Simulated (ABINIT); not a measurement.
# NaHF2 (R-3m): a self-consistent loop beyond G0W0, cycle by cycle, part 2 of 3

How far does self-consistency move the gap of NaHF2 (R-3m)?

ABINIT 10.8.3; PBEsol and many-body steps on it, plane waves. Known limits of the many-body steps: not at the basis limit.

So far. Step 5 (evGW0, cycle 1): Against G0W0 in ABINIT (4×4×4 mesh, 43 bands, screening to 106.1 eV, Godby-Needs plasmon pole), the gap moves by +0.644 eV. This first cycle still uses the starting levels; it takes the full correction, at all points of the mesh, and its linearised value is 11.431 eV. Step 6 (evGW0, cycle 2): Against the cycle before, the gap moves by −0.042 eV.

## 7. evGW0, cycle 3

Level of this step: evGW0 on PBEsol, plane waves, norm-conserving pseudopotentials (ABINIT).

run.abi

```
acell 3*1.0 Angstrom
rprim 
  1.737000000015 1.002857417591 4.583333333300
  -1.737000000015 1.002857417591 4.583333333300
  -0.000000000000 -2.005714835182 4.583333333300
ntypat 3
znucl 11 1 9
natom 4
typat 1 2 3 3
xred 
  0.000000000000 0.000000000000 0.000000000000
  0.500000000000 0.500000000000 0.500000000000
  0.417600000000 0.417600000000 0.417600000000
  0.582400000000 0.582400000000 0.582400000000
pp_dirpath "pseudos"
pseudos "Na.upf, H.upf, F.upf"
ecut 38
ngkpt 4 4 4
nshiftk 1
shiftk 0 0 0
kptopt 1
chksymbreak 0
istwfk *1
occopt 1
irdwfk 1
optdriver 4
nband 43
gwcalctyp 10
ecutsigx 38
symsigma 1
nkptgw 13
kptgw 
  0.0000000000 0.0000000000 0.0000000000
  0.2500000000 0.0000000000 0.0000000000
  0.5000000000 0.0000000000 0.0000000000
  0.2500000000 0.2500000000 0.0000000000
  0.5000000000 0.2500000000 0.0000000000
  -0.2500000000 0.2500000000 0.0000000000
  0.5000000000 0.5000000000 0.0000000000
  0.2500000000 0.2500000000 0.2500000000
  0.5000000000 0.2500000000 0.2500000000
  -0.2500000000 0.2500000000 0.2500000000
  0.5000000000 0.5000000000 0.2500000000
  -0.2500000000 0.5000000000 0.2500000000
  0.5000000000 0.5000000000 0.5000000000
bdgw 
  7 18
  7 18
  7 18
  7 18
  7 18
  7 18
  7 18
  7 18
  7 18
  7 18
  7 18
  7 18
  7 18
ecuteps 3.9
irdscr 1
ppmodel 1
irdqps 1
indata_prefix "in"
outdata_prefix "out"
tmpdata_prefix "tmp"
```

Started as:

```console
OMP_NUM_THREADS=1 mpirun -n 4 abinit run.abi > log
```

What it wrote:

```text
.Version 10.8.3 of ABINIT. v10.8.2 released Aug 2026.

 Symmetries : space group R-3 m (#166); Bravais hR (rhombohedral)
[... echo of the input left out ...]
== DATASET  1 ==================================================================
-   mpi_nproc: 4, omp_nthreads: 1 (-1 if OMP is not activated)

--- !DatasetInfo
iteration_state: {dtset: 1, }
dimensions: {natom: 4, nkpt: 13, mband: 43, nsppol: 1, nspinor: 1, nspden: 1, mpw: 3640, }
cutoff_energies: {ecut:  38.0, pawecutdg:  -1.0, }
[...]
.  kptgw no:  3; Maximum DeltaE = (   0.005  -0.000) for band index: 12
[...]
.  kptgw no: 12; Maximum DeltaE = (   0.000   0.000) for band index:  1
.  kptgw no: 13; Maximum DeltaE = (  -0.001  -0.000) for band index:  9

== END DATASET(S) ==============================================================
================================================================================

 -outvars: echo values of variables after computation  --------
           etotal      0.0000000000E+00
            nband          43
             nkpt          13
          spgroup         166
 [... the other variables as echoed above ...]

 Calculation completed.
```

Run time: 1.8 min. Hardware: 4 MPI ranks of Arm Neoverse V1, shared host; peak memory 2.4 GiB; 7.1 min of CPU time.

Numbers from this step:

| Quantity | Value |
| --- | --- |
| quasiparticle gap on the mesh | 12.02 eV |
| gap of the density functional on the mesh | 6.931 eV |
| k of the valence top | 0, 0, 0 |
| k of the conduction bottom | 0, 0, 0 |
| least direct quasiparticle gap on the computed points | 12.02 eV |

Against the cycle before, the gap moves by −0.010 eV.

## 8. Screening, 4×4×4 mesh, 43 bands, screening to 106.1 eV

This step: RPA screening on PBEsol, plane waves, norm-conserving pseudopotentials.

run.abi

```
acell 3*1.0 Angstrom
rprim 
  1.737000000015 1.002857417591 4.583333333300
  -1.737000000015 1.002857417591 4.583333333300
  -0.000000000000 -2.005714835182 4.583333333300
ntypat 3
znucl 11 1 9
natom 4
typat 1 2 3 3
xred 
  0.000000000000 0.000000000000 0.000000000000
  0.500000000000 0.500000000000 0.500000000000
  0.417600000000 0.417600000000 0.417600000000
  0.582400000000 0.582400000000 0.582400000000
pp_dirpath "pseudos"
pseudos "Na.upf, H.upf, F.upf"
ecut 38
ngkpt 4 4 4
nshiftk 1
shiftk 0 0 0
kptopt 1
chksymbreak 0
istwfk *1
occopt 1
irdwfk 1
optdriver 3
nband 43
ecuteps 3.9
inclvkb 2
awtr 1
symchi 1
gwcalctyp 10
mbpt_sciss 5.456 eV
nqptdm 1
qptdm 
  0 0 0
indata_prefix "in"
outdata_prefix "out"
tmpdata_prefix "tmp"
```

What it wrote:

```text
.Version 10.8.3 of ABINIT. v10.8.2 released Aug 2026.

 Symmetries : space group R-3 m (#166); Bravais hR (rhombohedral)
[... echo of the input left out ...]
== DATASET  1 ==================================================================
-   mpi_nproc: 4, omp_nthreads: 1 (-1 if OMP is not activated)

--- !DatasetInfo
iteration_state: {dtset: 1, }
dimensions: {natom: 4, nkpt: 13, mband: 43, nsppol: 1, nspinor: 1, nspden: 1, mpw: 3640, }
cutoff_energies: {ecut:  38.0, pawecutdg:  -1.0, }
electrons: {nelect:   2.40000000E+01, charge:   0.00000000E+00, occopt:   1.00000000E+00, tsmear:   1.00000000E-02, }

 SCREENING: Calculation of the susceptibility and dielectric matrices

 Based on a program developped by R.W. Godby, V. Olevano, G. Onida, and L. Reining.
 Incorporated in ABINIT by V. Olevano, G.-M. Rignanese, and M. Torrent.
.Using double precision arithmetic ; gwpc =  8

[... cell and pseudopotentials left out ...]
--------------------------------------------------------------------------------

 ==== K-mesh for the wavefunctions ====
 Number of points in the irreducible wedge :    13
[... list of points left out ...]
 Together with 12 symmetry operations and time-reversal symmetry
 yields    64 points in the full Brillouin Zone.

 ==== Q-mesh for the screening function ====
 Number of points in the irreducible wedge :    13
[... list of points left out ...]
 Together with 12 symmetry operations and time-reversal symmetry
 yields    64 points in the full Brillouin Zone.

 setmesh: FFT mesh size selected  =    36x   36x   36
          total number of points  =        46656

 vcoul_init : cutoff-mode = AUXILIARY_FUNCTION
 q-points for optical limit:   1
     1)      0.000010    0.000020    0.000030

 Dielectric matrix will be calculated only for some
 selected q points provided by the user through the input variables
 nqptdm and qptdm

- screening: taking advantage of time-reversal symmetry
- Maximum band index for partially occupied states nbvw = 12
- Remaining bands to be divided among processors   nbcw = 31
- Number of bands treated by each node ~7

 rdqps: reading QP wavefunctions of the previous step
        looking for file in_QPS
 file not found, 1st iteration initialized with KS eigenelements

 screening : performing a first self-consistency
 update of the energies in W by a scissor operator
 applying a scissor operator of [eV] :   5.456

 Number of electrons calculated from density =   24.0000; Expected =   24.0000
 average of density, n =  0.074241
 r_s =    1.4760
 omega_plasma =   26.2831 [eV]

 calculating chi0 at frequencies [eV] :
  1    0.000000E+00    0.000000E+00
  2    0.000000E+00    2.628313E+01

--------------------------------------------------------------------------------
  q-point number  1        q = ( 0.000000, 0.000000, 0.000000) [r.l.u.]
--------------------------------------------------------------------------------
[... chi0 elements left out ...]
 For q-point:  0.000010 0.000020 0.000030
  dielectric constant =   1.4972
  dielectric constant without local fields =   1.5448

  Average fulfillment of the sum rule on Im[epsilon] for q-point    1 :     33.19  [%]
[... wings left out ...]
== END DATASET(S) ==============================================================
================================================================================

 -outvars: echo values of variables after computation  --------
           etotal      0.0000000000E+00
            nband          43
             nkpt          13
          spgroup         166
 [... the other variables as echoed above ...]

 Calculation completed.
```

The job ended after 5.1 s (4 MPI ranks; peak memory 0.67 GiB; 20 s of CPU time).

This step gave:

```yaml
eps_infinity_with_local_fields_on_this_mesh_along_the_program_s_q_direction: 1.497
the_same_without_local_fields: 1.545
plasma_frequency: 26.28 eV
plane_waves_in_the_screening_matrix: 109
```

This screening uses the functional's bands under a rigid shift, the mean opening of the cycle before.

## 9. Screening, 4×4×4 mesh, 43 bands, screening to 106.1 eV

This step: RPA screening on PBEsol from quasiparticle energies, plane waves, norm-conserving pseudopotentials.

Changes to run.abi since step 8:

```diff
@@ -31,7 +31,18 @@
 symchi 1
+irdqps 1
 gwcalctyp 10
-mbpt_sciss 5.456 eV
-nqptdm 1
+nqptdm 12
 qptdm 
-  0 0 0
+  0.2500000000 0.0000000000 0.0000000000
+  0.5000000000 0.0000000000 0.0000000000
+  0.2500000000 0.2500000000 0.0000000000
+  0.5000000000 0.2500000000 0.0000000000
+  -0.2500000000 0.2500000000 0.0000000000
+  0.5000000000 0.5000000000 0.0000000000
+  0.2500000000 0.2500000000 0.2500000000
+  0.5000000000 0.2500000000 0.2500000000
+  -0.2500000000 0.2500000000 0.2500000000
+  0.5000000000 0.5000000000 0.2500000000
+  -0.2500000000 0.5000000000 0.2500000000
+  0.5000000000 0.5000000000 0.5000000000
 indata_prefix "in"
```

mrgscr.stdin

```
2
merged
q0_SCR
out_SCR
1
```

Started as:

```console
OMP_NUM_THREADS=1 mpirun -n 4 abinit run.abi > log; mrgscr < mrgscr.stdin
```

What it wrote:

```text
.Version 10.8.3 of ABINIT. v10.8.2 released Aug 2026.

 Symmetries : space group R-3 m (#166); Bravais hR (rhombohedral)
[... echo of the input left out ...]
== DATASET  1 ==================================================================
-   mpi_nproc: 4, omp_nthreads: 1 (-1 if OMP is not activated)

--- !DatasetInfo
iteration_state: {dtset: 1, }
dimensions: {natom: 4, nkpt: 13, mband: 43, nsppol: 1, nspinor: 1, nspden: 1, mpw: 3640, }
cutoff_energies: {ecut:  38.0, pawecutdg:  -1.0, }
[...]
q-point number  1        q = ( 0.250000, 0.000000, 0.000000) [r.l.u.]
--------------------------------------------------------------------------------
[... chi0 elements left out ...]
  Average fulfillment of the sum rule on Im[epsilon] for q-point    2 :     43.47  [%]

--------------------------------------------------------------------------------
  q-point number  2        q = ( 0.500000, 0.000000, 0.000000) [r.l.u.]
--------------------------------------------------------------------------------
[... chi0 elements left out ...]
  Average fulfillment of the sum rule on Im[epsilon] for q-point    3 :     37.05  [%]

 [... 10 further q-points ...]
```

It took 32 s on 4 MPI ranks; peak memory 1.1 GiB; 2.2 min of CPU time.

Numbers from this step:

| Item | Value |
| --- | --- |
| plasma frequency | 26.28 eV |
| plane waves in the screening matrix | 109 |

This screening reads the quasiparticle levels of the cycle before.

## 10. evGW, cycle 1

This step: evGW on PBEsol, plane waves, norm-conserving pseudopotentials.

Changes to run.abi since step 9:

```diff
@@ -25,12 +25,10 @@
 irdwfk 1
-optdriver 3
+optdriver 4
 nband 43
-ecuteps 3.9
-inclvkb 2
-awtr 1
-symchi 1
-irdqps 1
 gwcalctyp 10
-nqptdm 12
-qptdm 
+ecutsigx 38
+symsigma 1
+nkptgw 13
+kptgw 
+  0.0000000000 0.0000000000 0.0000000000
   0.2500000000 0.0000000000 0.0000000000
@@ -47,2 +45,20 @@
   0.5000000000 0.5000000000 0.5000000000
+bdgw 
+  7 18
+  7 18
+  7 18
+  7 18
+  7 18
+  7 18
+  7 18
+  7 18
+  7 18
+  7 18
+  7 18
+  7 18
+  7 18
+ecuteps 3.9
+irdscr 1
+ppmodel 1
+irdqps 1
 indata_prefix "in"
```

Started as:

```console
OMP_NUM_THREADS=1 mpirun -n 4 abinit run.abi > log
```

What it wrote:

```text
.Version 10.8.3 of ABINIT. v10.8.2 released Aug 2026.

 Symmetries : space group R-3 m (#166); Bravais hR (rhombohedral)
[... echo of the input left out ...]
== DATASET  1 ==================================================================
-   mpi_nproc: 4, omp_nthreads: 1 (-1 if OMP is not activated)

--- !DatasetInfo
iteration_state: {dtset: 1, }
dimensions: {natom: 4, nkpt: 13, mband: 43, nsppol: 1, nspinor: 1, nspden: 1, mpw: 3640, }
cutoff_energies: {ecut:  38.0, pawecutdg:  -1.0, }
[...]
.  kptgw no:  3; Maximum DeltaE = (   0.273  -0.000) for band index:  1
[...]
.  kptgw no: 12; Maximum DeltaE = (   0.283  -0.000) for band index:  1
.  kptgw no: 13; Maximum DeltaE = (   0.297   0.000) for band index:  1

== END DATASET(S) ==============================================================
================================================================================

 -outvars: echo values of variables after computation  --------
           etotal      0.0000000000E+00
            nband          43
             nkpt          13
          spgroup         166
 [... the other variables as echoed above ...]

 Calculation completed.
```

Run time: 1.8 min. Hardware: 4 MPI ranks; peak memory 2.4 GiB.

This step gave:

```
quasiparticle gap on the mesh                         : 12.84 eV
gap of the density functional on the mesh             : 6.931 eV
k of the valence top                                  : 0, 0, 0
k of the conduction bottom                            : 0, 0, 0
least direct quasiparticle gap on the computed points : 12.84 eV
```

Against G0W0 in ABINIT (4×4×4 mesh, 43 bands, screening to 106.1 eV, Godby-Needs plasmon pole), the gap moves by +1.411 eV.

## 11. Screening, 4×4×4 mesh, 43 bands, screening to 106.1 eV

This step: RPA screening on PBEsol, plane waves, norm-conserving pseudopotentials.

run.abi

```
acell 3*1.0 Angstrom
rprim 
  1.737000000015 1.002857417591 4.583333333300
  -1.737000000015 1.002857417591 4.583333333300
  -0.000000000000 -2.005714835182 4.583333333300
ntypat 3
znucl 11 1 9
natom 4
typat 1 2 3 3
xred 
  0.000000000000 0.000000000000 0.000000000000
  0.500000000000 0.500000000000 0.500000000000
  0.417600000000 0.417600000000 0.417600000000
  0.582400000000 0.582400000000 0.582400000000
pp_dirpath "pseudos"
pseudos "Na.upf, H.upf, F.upf"
ecut 38
ngkpt 4 4 4
nshiftk 1
shiftk 0 0 0
kptopt 1
chksymbreak 0
istwfk *1
occopt 1
irdwfk 1
optdriver 3
nband 43
ecuteps 3.9
inclvkb 2
awtr 1
symchi 1
gwcalctyp 10
mbpt_sciss 6.343 eV
nqptdm 1
qptdm 
  0 0 0
indata_prefix "in"
outdata_prefix "out"
tmpdata_prefix "tmp"
```

What it wrote:

```text
.Version 10.8.3 of ABINIT. v10.8.2 released Aug 2026.

 Symmetries : space group R-3 m (#166); Bravais hR (rhombohedral)
[... echo of the input left out ...]
== DATASET  1 ==================================================================
-   mpi_nproc: 4, omp_nthreads: 1 (-1 if OMP is not activated)

--- !DatasetInfo
iteration_state: {dtset: 1, }
dimensions: {natom: 4, nkpt: 13, mband: 43, nsppol: 1, nspinor: 1, nspden: 1, mpw: 3640, }
cutoff_energies: {ecut:  38.0, pawecutdg:  -1.0, }
[...]
[... chi0 elements left out ...]
 For q-point:  0.000010 0.000020 0.000030
  dielectric constant =   1.4792
  dielectric constant without local fields =   1.5240

  Average fulfillment of the sum rule on Im[epsilon] for q-point    1 :     34.00  [%]
[... wings left out ...]
== END DATASET(S) ==============================================================
================================================================================

 -outvars: echo values of variables after computation  --------
           etotal      0.0000000000E+00
            nband          43
             nkpt          13
          spgroup         166
 [... the other variables as echoed above ...]

 Calculation completed.
```

The job ended after 5.1 s (4 MPI ranks; peak memory 0.67 GiB).

Numbers from this step:

| Property | Result |
| --- | --- |
| ε∞ with local fields, on this mesh, along the program's q direction | 1.479 |
| the same without local fields | 1.524 |
| plasma frequency | 26.28 eV |
| plane waves in the screening matrix | 109 |

This screening uses the functional's bands under a rigid shift, the mean opening of the cycle before.

## 12. Screening, 4×4×4 mesh, 43 bands, screening to 106.1 eV

This step: RPA screening on PBEsol from quasiparticle energies, plane waves, norm-conserving pseudopotentials.

Changes to run.abi since step 11:

```diff
@@ -31,7 +31,18 @@
 symchi 1
+irdqps 1
 gwcalctyp 10
-mbpt_sciss 6.343 eV
-nqptdm 1
+nqptdm 12
 qptdm 
-  0 0 0
+  0.2500000000 0.0000000000 0.0000000000
+  0.5000000000 0.0000000000 0.0000000000
+  0.2500000000 0.2500000000 0.0000000000
+  0.5000000000 0.2500000000 0.0000000000
+  -0.2500000000 0.2500000000 0.0000000000
+  0.5000000000 0.5000000000 0.0000000000
+  0.2500000000 0.2500000000 0.2500000000
+  0.5000000000 0.2500000000 0.2500000000
+  -0.2500000000 0.2500000000 0.2500000000
+  0.5000000000 0.5000000000 0.2500000000
+  -0.2500000000 0.5000000000 0.2500000000
+  0.5000000000 0.5000000000 0.5000000000
 indata_prefix "in"
```

mrgscr.stdin is that of step 9.

Started as:

```console
OMP_NUM_THREADS=1 mpirun -n 4 abinit run.abi > log; mrgscr < mrgscr.stdin
```

What it wrote:

```text
.Version 10.8.3 of ABINIT. v10.8.2 released Aug 2026.

 Symmetries : space group R-3 m (#166); Bravais hR (rhombohedral)
[... echo of the input left out ...]
== DATASET  1 ==================================================================
-   mpi_nproc: 4, omp_nthreads: 1 (-1 if OMP is not activated)

--- !DatasetInfo
iteration_state: {dtset: 1, }
dimensions: {natom: 4, nkpt: 13, mband: 43, nsppol: 1, nspinor: 1, nspden: 1, mpw: 3640, }
cutoff_energies: {ecut:  38.0, pawecutdg:  -1.0, }
[...]
q-point number  1        q = ( 0.250000, 0.000000, 0.000000) [r.l.u.]
--------------------------------------------------------------------------------
[... chi0 elements left out ...]
  Average fulfillment of the sum rule on Im[epsilon] for q-point    2 :     44.36  [%]

--------------------------------------------------------------------------------
  q-point number  2        q = ( 0.500000, 0.000000, 0.000000) [r.l.u.]
--------------------------------------------------------------------------------
[... chi0 elements left out ...]
  Average fulfillment of the sum rule on Im[epsilon] for q-point    3 :     37.72  [%]

 [... 10 further q-points ...]
```

It took 32 s on 4 MPI ranks; peak memory 1.1 GiB.

This step gave:

```yaml
plasma_frequency: 26.28 eV
plane_waves_in_the_screening_matrix: 109
```

This screening reads the quasiparticle levels of the cycle before.

## 13. evGW, cycle 2

This step: evGW on PBEsol, plane waves, norm-conserving pseudopotentials.

Changes to run.abi since step 12:

```diff
@@ -25,12 +25,10 @@
 irdwfk 1
-optdriver 3
+optdriver 4
 nband 43
-ecuteps 3.9
-inclvkb 2
-awtr 1
-symchi 1
-irdqps 1
 gwcalctyp 10
-nqptdm 12
-qptdm 
+ecutsigx 38
+symsigma 1
+nkptgw 13
+kptgw 
+  0.0000000000 0.0000000000 0.0000000000
   0.2500000000 0.0000000000 0.0000000000
@@ -47,2 +45,20 @@
   0.5000000000 0.5000000000 0.5000000000
+bdgw 
+  7 18
+  7 18
+  7 18
+  7 18
+  7 18
+  7 18
+  7 18
+  7 18
+  7 18
+  7 18
+  7 18
+  7 18
+  7 18
+ecuteps 3.9
+irdscr 1
+ppmodel 1
+irdqps 1
 indata_prefix "in"
```

Started as:

```console
OMP_NUM_THREADS=1 mpirun -n 4 abinit run.abi > log
```

What it wrote:

```text
.Version 10.8.3 of ABINIT. v10.8.2 released Aug 2026.

 Symmetries : space group R-3 m (#166); Bravais hR (rhombohedral)
[... echo of the input left out ...]
== DATASET  1 ==================================================================
-   mpi_nproc: 4, omp_nthreads: 1 (-1 if OMP is not activated)

--- !DatasetInfo
iteration_state: {dtset: 1, }
dimensions: {natom: 4, nkpt: 13, mband: 43, nsppol: 1, nspinor: 1, nspden: 1, mpw: 3640, }
cutoff_energies: {ecut:  38.0, pawecutdg:  -1.0, }
[...]
.  kptgw no:  3; Maximum DeltaE = (   0.033   0.000) for band index:  3
[...]
.  kptgw no: 12; Maximum DeltaE = (   0.033   0.000) for band index:  3
.  kptgw no: 13; Maximum DeltaE = (   0.033  -0.000) for band index:  4

== END DATASET(S) ==============================================================
================================================================================

 -outvars: echo values of variables after computation  --------
           etotal      0.0000000000E+00
            nband          43
             nkpt          13
          spgroup         166
 [... the other variables as echoed above ...]

 Calculation completed.
```

It took 1.8 min on 4 MPI ranks; peak memory 2.4 GiB.

This step gave:

```yaml
quasiparticle_gap_on_the_mesh: 12.94 eV
gap_of_the_density_functional_on_the_mesh: 6.931 eV
k_of_the_valence_top: 0, 0, 0
k_of_the_conduction_bottom: 0, 0, 0
least_direct_quasiparticle_gap_on_the_computed_points: 12.94 eV
```

Against the cycle before, the gap moves by +0.097 eV.

[end of part 2 of 3]

[Paths, hosts, dates, memory and timing lines, banners, echoed tables and standing remarks are left out of the program output.]

[Logs are printed without paths, hosts, clocks, repeated set-up lines and the standing remarks that a program may print on its own settings, such as how far it seeks lower states.]

[Runs of the session that timed out or met a known fault of the program may be left out.]

[Hosts, paths, dates, database ids (printed as entryN), source tags and the programs' standing remarks are cut or masked in the printed files.]

[G0W0 gaps are taken among the corrected bands and points alone; a level outside them can change the order at an edge.]

[Where Ansatz stands beside ABINIT at settings called matched, ABINIT's density can come from a denser mesh and the files from another edition; pairs whose starting gaps differed by over 0.03 eV were left out, so agreement reads better than it is.]
